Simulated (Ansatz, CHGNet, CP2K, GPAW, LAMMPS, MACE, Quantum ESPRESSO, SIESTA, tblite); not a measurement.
# Running liquid mixture of dimethylformamide and H2O at 300 K (102 atoms) with GPAW, part 2 of 2

Aim: run liquid mixture of dimethylformamide and H2O at 300 K (102 atoms) in GPAW and see how near its forces come to a plane-wave reference, and at what cost.

Program: GPAW 26.7.0; the method stands at each step. Banners, paths, timers and routine set-up lines are dropped from the logs unmarked, and long logs keep their key lines alone; longer cuts are marked.

So far. Step 3 (PBE, LCAO szp(dzp), h 0.18 Å): Against the first run (43 %), the force difference from the reference is 159 %, at 0.72 times the CPU time (on 1 against 2 cores), with 603 basis functions against 822: the smaller basis costs accuracy. Step 4 (PBE, LCAO dzp, h 0.28 Å): Against the first run (43 %), the force difference from the reference is 184 %, at 0.47 times the CPU time (on 1 against 2 cores): the grid matters here.

**5. PBE, LCAO sz(dzp), h 0.18 Å**

Method: Kohn-Sham DFT, PBE, PAW, atomic orbitals (sz(dzp)).

Input file run.py:

```python
import numpy as np
from ase.io import read
from gpaw import GPAW, FermiDirac

atoms = read("structure.xyz")
atoms.calc = GPAW(
    mode="lcao",
    basis="sz(dzp)",
    h=0.18,
    xc="PBE",
    kpts={"size": (1, 1, 1), "gamma": True},
    occupations=FermiDirac(0.05),
    maxiter=200,
    symmetry={"point_group": False},
    txt="gpaw.txt",
)
energy = atoms.get_potential_energy(force_consistent=True)
forces = atoms.get_forces()
print(f"energy {energy:.6f} eV")
print("forces (eV/A)")
for i, (a, f) in enumerate(zip(atoms, forces)):
    print(f"{i:4d} {a.symbol:2s} {f[0]:10.5f} {f[1]:10.5f} {f[2]:10.5f}")
print(f"Fermi level {atoms.calc.get_fermi_level():.4f} eV")
for k in range(len(atoms.calc.get_ibz_k_points())):
    for s in range(atoms.calc.get_number_of_spins()):
        e = atoms.calc.get_eigenvalues(kpt=k, spin=s)
        n = np.searchsorted(e, atoms.calc.get_fermi_level())
        print(f"k {k} spin {s} levels about the Fermi level:", np.round(e[max(n - 6, 0):n], 4).tolist(), "|", np.round(e[n:n + 6], 4).tolist())
```

Input file structure.xyz:

```xyz
102
Lattice="10.18782 0.00000 0.00000 0.00000 10.18782 0.00000 0.00000 0.00000 10.18782" Properties=species:S:1:pos:R:3 pbc="T T T"
[... 102 atom lines left out: the same atoms as in the first run ...]
```

Launch:

```
$ OMP_NUM_THREADS=1 python run.py > output.txt
```

Log:

```text
energy -414.624834 eV
forces (eV/A)
   0 C     2.09341   -1.45951   -1.63831
   1 N    -0.43226    1.37704    1.27665
   2 C     1.71951   -0.25418    2.27412
   3 C    -2.32421   -5.25863   -5.31876
   4 O     3.93185    7.39973    7.08816
   5 H     1.93418    2.76172    2.73318
[...]
99 O    -4.20592    3.08177   -2.01042
 100 H     0.57665   -2.66374    3.85134
 101 H     2.69557   -0.43795   -1.42150
Fermi level 0.3057 eV
k 0 spin 0 levels about the Fermi level: [-1.038, -0.9438, -0.8246, -0.7953, -0.7348, -0.1273] | [0.7387, 1.5214, 1.5799, 1.8823, 1.9325, 4.6844]
```

gpaw.txt:

```text
Input parameters:
  mode=LCAO(),
  basis={'default': 'sz(dzp)'},
  h=0.18,
  kpts=MonkhorstPack(size=(1, 1, 1), gamma=True),
  maxiter=200,
  occupations=Occupations(name='fermi-dirac', width=0.05, fixmagmom=False),
[... lines left out ...]
  Fermi-Dirac:
[... lines left out ...]
convergence criteria:
- Maximum [total energy] change in last 3 cyles: 0.0005 eV / valence electron
[... lines left out ...]
Converged in 10 steps
[... lines left out ...]
  Free energy:    -414.624834
[... lines left out ...]
Fermi level: 0.306
[... lines left out ...]
|        ... |               |           |
|        161 |         8.393 |     0.000 |
Gap: 0.866 eV
Transition (v -> c):
  (s=0, k=0, n=130, [0.00, 0.00, 0.00]) -> (s=0, k=0, n=131, [0.00, 0.00, 0.00])
No difference between direct/indirect transitions
Force computation time: 1.864  # s
timing:  # [seconds]
  Total:  21.655  # ━━━━━━━━━━━━━━━━━━━━━━━━━━━━━━━━━━━━━━━━━━━━━━━━━━━━━━━━━
  Init:    4.967  # ━━━━━━━━━━━━━
  SCF:    14.793  # ━━━━━━━━━━━━━━━━━━━━━━━━━━━━━━━━━━━━━━━
  Forces:  1.864  # ━━━━━
```

Elapsed: 23 s, on 1 thread of Arm Neoverse V2, shared host; peak memory 0.72 GiB.

Against the reference:

* r.m.s. force component: 2.586 eV/Å
* r.m.s. difference of force components: 2460 meV/Å
* longest difference of force vectors: 8961 meV/Å
* force difference over r.m.s. force: 277.2 %
* slope of forces against the reference's: 0.9018
* correlation of force components: 0.3096
* gap (highest filled to lowest empty level): 0.866 eV
* gap difference: -2.808 eV

This is a coarse setting, run to see what it loses.

Against the first run (43 %), the force difference from the reference is 277 %, at 0.37 times the CPU time (on 1 against 2 cores), with 219 basis functions against 822: the smaller basis costs accuracy.

**6. The ladder**

Differences are against the plane-wave reference, forces as r.m.s. over components; share is that over the reference's r.m.s. force, slope the least-squares factor from reference forces to these. Total energies of different programs have different zeros and aren't compared.

```csv
run,"Δ force, r.m.s. (meV/Å)",share (%),slope,Δ gap (eV),cores,CPU time,memory (GiB)
reference,-,-,-,-,8,35 s,1.1
"GPAW PBE, LCAO dzp, h 0.18 Å",386,43.4,1.015,-0.017,2,62 s,1.1
"GPAW PBE, LCAO szp(dzp), h 0.18 Å (coarse)",1412,159,0.884,-1.87,1,45 s,0.88
"GPAW PBE, LCAO dzp, h 0.28 Å (coarse)",1630,184,0.988,0.0154,1,29 s,0.37
"GPAW PBE, LCAO sz(dzp), h 0.18 Å (coarse)",2460,277,0.902,-2.81,1,23 s,0.72
```

Rows marked coarse were listed beforehand as settings not expected to be converged; some can still land near the reference.

CPU time is summed over cores on a shared host, where runs went side by side, so it is rough. Symmetry, cutoffs, thresholds, outputs and thread counts weren't matched or tuned between programs; memory under MPI is the largest rank's times the ranks.

Within one program, basis, potentials and functional, energies share a zero. Each run against its twin at the usual cutoff or grid and solver:

```csv
run,twin,Δ energy (meV/atom),"Δ force, r.m.s. (meV/Å)",CPU time over the twin's
"GPAW PBE, LCAO dzp, h 0.28 Å","LCAO dzp, h 0.18 Å",413,1557,0.47 (this twin ran on 2 cores)
```

**7. Outcome**

| Item | Value |
| --- | --- |
| nearest in forces | GPAW PBE, LCAO dzp, h 0.18 Å, 43 % |
| its CPU time | 62 s |

**Reading.** The PBE run in local orbitals, coarse settings apart, differs by 43 % (GPAW PBE, LCAO dzp, h 0.18 Å); basis, grid and potentials can all enter, and differences of this size make the forces unusable. Runs with settings chosen to be coarse differ by 159 % (GPAW PBE, LCAO szp(dzp), h 0.18 Å) to 277 % (GPAW PBE, LCAO sz(dzp), h 0.18 Å), their programs' other errors included. None of the electronic-structure runs in the table takes under half the reference's CPU time of 35 s; they take 0.65 to 1.8 times as much. In GPAW PBE, LCAO dzp, h 0.18 Å the difference has nearly one length on every H (0.62 eV/Å) and points along its bond, outwards: this method prefers longer bonds, and stiff bonds to hydrogen turn a small shift into a large force. At the same functional, gaps differ from the reference's 3.67 eV by between -2.81 and +0.02 eV. With short bonds to hydrogen, sets of potentials differ among themselves by several per cent in forces even at converged cutoffs, so the reference isn't exact here either. The network of contacts between molecules at the start is that of the classical potential that made the cell, and needn't be the one that DFT or experiment would give. The reference's PBE has no dispersion term, which matters for the binding between molecules or layers. The density was typed from a rule of thumb and may lie off the real one at this temperature. The electronic-structure runs sample only Γ, in a cell whose shortest periodic width is 10 Å.

[Also dropped from logs without a mark: logging warnings of Python, and SIESTA's first energy breakdown and zero terms.]

[Logs are printed without paths, hosts, clocks, repeated set-up lines and the standing remarks that a program may print on its own settings, such as how far it seeks lower states.]

[Hosts, paths, dates, database ids (printed as entryN), source tags and the programs' standing remarks are cut or masked in the printed files.]
